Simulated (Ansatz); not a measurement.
# Cs2SrSi2, from a guessed structure to a relaxed one, part 2 of 2

Starting from a made-up structure for Cs2SrSi2, the aim is the relaxed cell, its shortest contacts and, where a second run follows, its electronic structure.

Ansatz 0.2.0; DFT, PBEsol, plane-wave PAW, files of the set soft_1, scalar-relativistic, no spin, cell and ions relaxed at zero pressure; PAW set soft_1 (the session's first sound run).

So far: The structure; Relaxing cell and atoms. The relaxed cell has a = 4.800, c = 15.593 Å (conventional setting).

## (3) Electronic structure of the relaxed cell

With the geometry fixed, one more self-consistent run, with a narrower smearing and the mesh shown in its input, gives the bands, and its pressure, and its forces where symmetry allows any, show how far the geometry depends on these settings.

This step: DFT, PBEsol, plane-wave PAW, files of the set soft_1, scalar-relativistic, no spin, bands and density of states at the relaxed cell; PAW set soft_1 (Ansatz 0.2.0).

input.yaml reads:

```yaml
crystal:
  lattice:
    - [-2.4002242852, 2.4002242852, 7.7963976349]
    - [2.4002242852, -2.4002242852, 7.7963976349]
    - [2.4002242852, 2.4002242852, -7.7963976349]
  atoms:
    - { symbol: Cs, position: [0.25, 0.75, 0.5] }
    - { symbol: Cs, position: [0.75, 0.25, 0.5] }
    - { symbol: Sr, position: [0.0, 0.0, 0.0] }
    - { symbol: Si, position: [0.5719889902, 0.5719889902, 0.0] }
    - { symbol: Si, position: [0.4280110098, 0.4280110098, 0.0] }
kpoints:
  mp_grid: { grid: [10, 10, 10] }
  band_path:
    path:
      - [[0.0, 0.0, 0.0], [-0.5, 0.5, 0.0], [-0.5, 0.5, -0.04738989], [-0.27369494, 0.27369494, -0.27369494], [0.0, 0.0, 0.0], [0.5, 0.5, -0.5], [0.27369494, 0.72630506, -0.72630506], [0.0, 0.5, -0.5], [-0.25, 0.75, -0.25], [0.04738989, 0.95261011, -0.5], [0.5, 0.5, -0.5]]
      - [[-0.5, 0.5, 0.0], [-0.25, 0.75, -0.25]]
    npoints: 7
scf:
  occupations: { method: fermi_dirac, width: 0.03 }
  n_extra_bands: 9
hamiltonian:
  xc: pbesol
  pseudopotentials: { kind: paw, azcp: { folder: soft_1 }, xc_functional: pbe }
output:
  forces: true
  stress: true
  write_bands: true
  dos: { projected: true }
  write_density: true
  write_potential: true
  elf: true
  volumetric_format: npy
```

Run with:

```sh
$ ansatz run input.yaml --threads 4 --pin off --max-ram 8192MiB --backend cpu --events-out ev --progress --plain --runs-dir out
```

Numbers of over 12 decimals in the logs are rounded to 6 here.

The program printed:

```text
basis.fft_grid_basis auto: the FFT boxes are laid along the combinations [[1, -1, 0], [0, 1, 0], [1, 0, 1]] of the cell's own vectors, 6.789, 8.503 and 4.800 Å long. The dense box has 48×60×36 points. Along the cell's own vectors, as sized, it would have 60×60×60, 2.08 times as many. Of the 16 symmetry operations that the crystal satisfies within crystal.symmetry.tolerance (time reversal apart; of a slab, those that  [...]
[...]
Crystal: 5 atoms, lattice volume = 179.663 Å³
Basis set: ecut = 420 eV, 3487 PW (Γ), FFT grids on a1−a2, a2, a1+a3, exchange–correlation on 96×120×72 points (8 copies of the dense FFT grid, shifted against one another)
Bands: 27, of which v1, the nominal top of the filled ones, is band 18 counted from 1 (17 counted from 0)
Symmetry: 16 space group operations
[...]
k-points: 102 of 1000
[...]
SCF iter   1: F=—  HF=-15906.752333 eV  |F-HF|=—  |Δ(HF+E_count)|=         —  Δρ=1.70e-2  dr2=9.99e-1  ethr=3.10e-3  ⟨swp⟩=10.6  Hψ=18389  notcnv=0
[...]
SCF iter   9: F=-15906.474227 eV  HF=-15906.474227 eV  |F-HF|=1.12e-9  |Δ(HF+E_count)|=   9.95e-9  Δρ=1.20e-6  dr2=6.14e-9  ethr=2.78e-10  ⟨swp⟩=20.2  Hψ=23808  notcnv=0
SCF 1 converged in 9 iterations: F = -15906.474227 eV  dr2 = 6.14e-9
[...]
NSCF: frozen V_eff on 79 k-points
SCF converged after 9 iterations
Free energy (F): -15906.474227 eV
[...]
Internal energy: -15906.464771 eV  (E = F + TS)
E sigma→0 (E₀):  -15906.469499 eV
Entropy (-TS):   -0.009456 eV (-1.891 meV/atom)
Fermi energy:    6.708515 eV
[...]
--- Forces (eV/Å), atoms counted from 1 ---
  atom   1  Cs     0.00000000     0.00000000     0.00000000
  atom   2  Cs    -0.00000000    -0.00000000     0.00000000
  atom   3  Sr    -0.00000000    -0.00000000    -0.00000000
  atom   4  Si     0.00000000    -0.00000000     0.00807112
  atom   5  Si    -0.00000000    -0.00000000    -0.00807112
  max |Σ_I F_I| component: 3.04e-18 eV/Å
--- Stress (GPa, compression-positive) ---
       -0.030576       0.000000       0.000000
        0.000000      -0.030576       0.000000
        0.000000       0.000000       0.055331
  P = ⅓ Tr σ = -0.0019 GPa (-0.019 kbar)
--- Band table (eV; the first three rows and the last of 102) ---
  k-point 0: bands = [... 14 lower, 4.5537, 5.6735, 5.6735, 5.9537, 7.5021, 7.7738, 7.7738, 7.9673, ... 5 higher]
  k-point 1: bands = [... 14 lower, 4.6366, 5.2447, 5.5506, 6.2096, 7.4918, 7.8269, 7.9131, 7.9709, ... 5 higher]
  k-point 2: bands = [... 14 lower, 4.4596, 5.0311, 5.3079, 6.9282, 6.9522, 7.5881, 7.8495, 8.3302, ... 5 higher]
  k-point 101: bands = [... 14 lower, 4.9676, 5.9386, 5.9386, 6.4007, 6.8848, 6.8848, 7.2898, 7.7161, ... 5 higher]
```

Run time: 7.9 s. Hardware: 4 threads of Intel Xeon Platinum 8488C (Sapphire Rapids), shared host; peak memory 0.83 GiB.

Numbers from this step:

```
free energy             : -15906.4742 eV
energy at zero smearing : -15906.4695 eV
smearing term TS        : 0.009456 eV
Fermi energy            : 6.709 eV
pressure                : -0.001940 GPa
```

From bands.tsv, the bands that come nearest the Fermi level along the path, at its corners, in eV from the Fermi level:

```
point  band 15  band 16  band 17  band 18  band 19  band 20  band 21  band 22
    Γ    -2.15    -1.03    -1.03    -0.75     0.79     1.07     1.07     1.26
    X    -2.13    -1.79    -1.67    -0.72     0.08     0.42     0.88     2.45
    Y    -2.11    -1.84    -1.64    -0.71     0.09     0.46     0.95     2.55
    S    -2.80    -1.34    -1.24    -0.32     1.07     1.17     2.09     2.25
    Γ    -2.15    -1.03    -1.03    -0.75     0.79     1.07     1.07     1.26
    Z    -1.74    -0.77    -0.77    -0.31     0.18     0.18     0.58     1.01
   S1    -2.80    -1.34    -1.24    -0.32     1.07     1.17     2.09     2.25
    N    -2.83    -1.39    -1.26    -0.27     1.10     1.36     1.91     2.17
    P    -1.99    -1.99    -1.63    -0.31    -0.31     0.06     1.45     2.56
   Y1    -2.11    -1.84    -1.64    -0.71     0.09     0.46     0.95     2.55
    Z    -1.74    -0.77    -0.77    -0.31     0.18     0.18     0.58     1.01
    X    -2.13    -1.79    -1.67    -0.72     0.08     0.42     0.88     2.45
    P    -1.99    -1.99    -1.63    -0.31    -0.31     0.06     1.45     2.56
```

States per cell as run, both spins, in windows of 1 eV, from dos.tsv (zero at the Fermi level):

```csv
from,to,total
-8,-7,0.00
-7,-6,0.00
-6,-5,0.36
-5,-4,1.64
-4,-3,0.00
-3,-2,1.71
-2,-1,4.21
-1,0,2.06
0,1,3.62
1,2,3.27
2,3,4.54
```

Below -8 eV lie 26.0 more states.

Valence density in the ab plane of the cell as run, not the conventional one, at fractional z = 0.000, with atoms of Sr and Si within 0.2 Å of it. It is the smooth field of the valence electrons, not physical close to the nuclei.

Ten steps, logarithmic in the rise over the least value, from '0' (0.0 e/Å³) to '9' (2.6 e/Å³), each cell a mean:
```
999731000112322100002589
999852111112222110000258
789753111111222110000025
467653222222211110000002
124443223333221110000000
011222233444432110000000
001122233455544211000000
001223334455555431111110
101223444555455542111111
111234455566544554211222
211234555566644554321222
322123555566665455422223
322123455446666555432122
222212355434666555432111
122111245544555544432111
011111234555555443332110
000111123455555433322110
000000012234554432222110
000000011123344332233321
100000011112233222245553
420000011121122221246787
852000001222211111147999
985200001222211000126899
998410000123321100014799
```
Columns run along a (8.5 Å), rows up along b (8.5 Å). Atoms in or near the plane, at fractional coordinates: Sr at (0.00, 0.00), Si at (0.57, 0.57), Si at (0.43, 0.43).

Electrostatic potential energy in the ab plane of the cell as run, not the conventional one, at fractional z = 0.000, with atoms of Sr and Si within 0.2 Å of it. With pseudopotentials it is smooth inside the atoms' cores, unlike the true potential.

Values in eV, 13 rows by 16 columns, each cell a mean:
```
-40 -39  -9   5   8   9   8   6   4   5   6   8   8   6  -3 -29
-15 -25 -10   2   8   9   9   8   7   6   6   7   8   8   6   1
  5   2   1   4   7   8   8   8   8   8   8   7   7   8   8   7
  8   8   8   8   9   8   4  -4  -1   6   9   8   7   7   7   8
  8   9   9   8   7   7   4 -19 -25 -17   2   9   8   7   6   7
  6   8   9   8   1  -8  -3  -5 -21  -7 -21   2   9   7   5   5
  4   6   8   8   0 -25 -22 -17  -7 -20 -27  -9   7   9   7   5
  5   5   7   8   7  -9 -16 -12 -18   2  -1   0   6   9   9   7
  7   6   7   8   9   8  -4 -21 -24  -2   8   8   8   9   9   8
  8   8   7   7   8   8   8   6   1   3   7   9   7   7   7   8
  6   8   8   8   7   7   7   8   9   9   9   8   5   0  -2   2
-10   3   7   8   8   6   6   6   7   9   9   8   5  -6 -30 -29
-39 -17   3   7   8   7   6   4   5   6   8   9   7   0 -28 -40
```
Columns run along a (8.5 Å; values clipped at the 3rd and 97th percentile), rows up along b (8.5 Å). Atoms in or near the plane, at fractional coordinates: Sr at (0.00, 0.00), Si at (0.57, 0.57), Si at (0.43, 0.43).

ELF in the ab plane of the cell as run, not the conventional one, at fractional z = 0.000, with atoms of Sr and Si within 0.2 Å of it. It is the smooth field of the valence electrons, not physical close to the nuclei.

Ten even steps from '0' (0.04) to '9' (0.88), each cell a mean:
```
259710110000000000000597
879940122000000000000059
899950034310000000010005
367740036653100000001000
012310137887521000000100
000000147899874100000000
112222356889998620000000
013455567777899962000000
002577777886578996100000
001478888887467898400000
000269987799646799720000
000048986579964589951000
000016997546997679973000
000003899764798778985100
000001599875578878886300
000000269997678776666410
000000136999888765433321
000000012589998753110011
000000000136898752001000
000100000001467751014541
300010000000024541027987
850000000000001231027989
795000000000000011016974
178300100000000001003882
```
Columns run along a (8.5 Å), rows up along b (8.5 Å). Atoms in or near the plane, at fractional coordinates: Sr at (0.00, 0.00), Si at (0.57, 0.57), Si at (0.43, 0.43).

## (4) Outcome

```
space group, relaxed : I4/mmm
conventional cell    : a = 4.800, b = 4.800, c = 15.593 Å; α = 90.0°, β = 90.0°, γ = 90.0°
volume per atom      : 35.93 Å³ (guess 43.73)
```

In words: Cs2SrSi2 relaxes to I4/mmm with a = 4.800, b = 4.800 and c = 15.593 Å. The guessed volume was 22 % too large. The space group I4/mmm was held in the relaxation, so the end point is a stationary structure within it and may be a saddle against distortions or other arrangements. Bands cross the Fermi level, so it is a metal or semimetal at this level. On the 10×10×10 mesh with the narrower smearing (relaxed on 7×7×7) the largest force component is 0.008 eV/Å and the largest stress component is 0.055 GPa, against the relaxation's thresholds of 0.015 eV/Å and 0.05 GPa. The cutoff wasn't tested. Spin-orbit coupling is left out, which can matter for elements this heavy. No dispersion term is used, so weakly bound directions may come out too long. Nothing here tests whether the compound is stable against decomposition.

[Logs are printed without paths, hosts, clocks, repeated set-up lines and the standing remarks that a program may print on its own settings, such as how far it seeks lower states.]

[Hosts, paths, dates, database ids (printed as entryN), source tags and the programs' standing remarks are cut or masked in the printed files.]
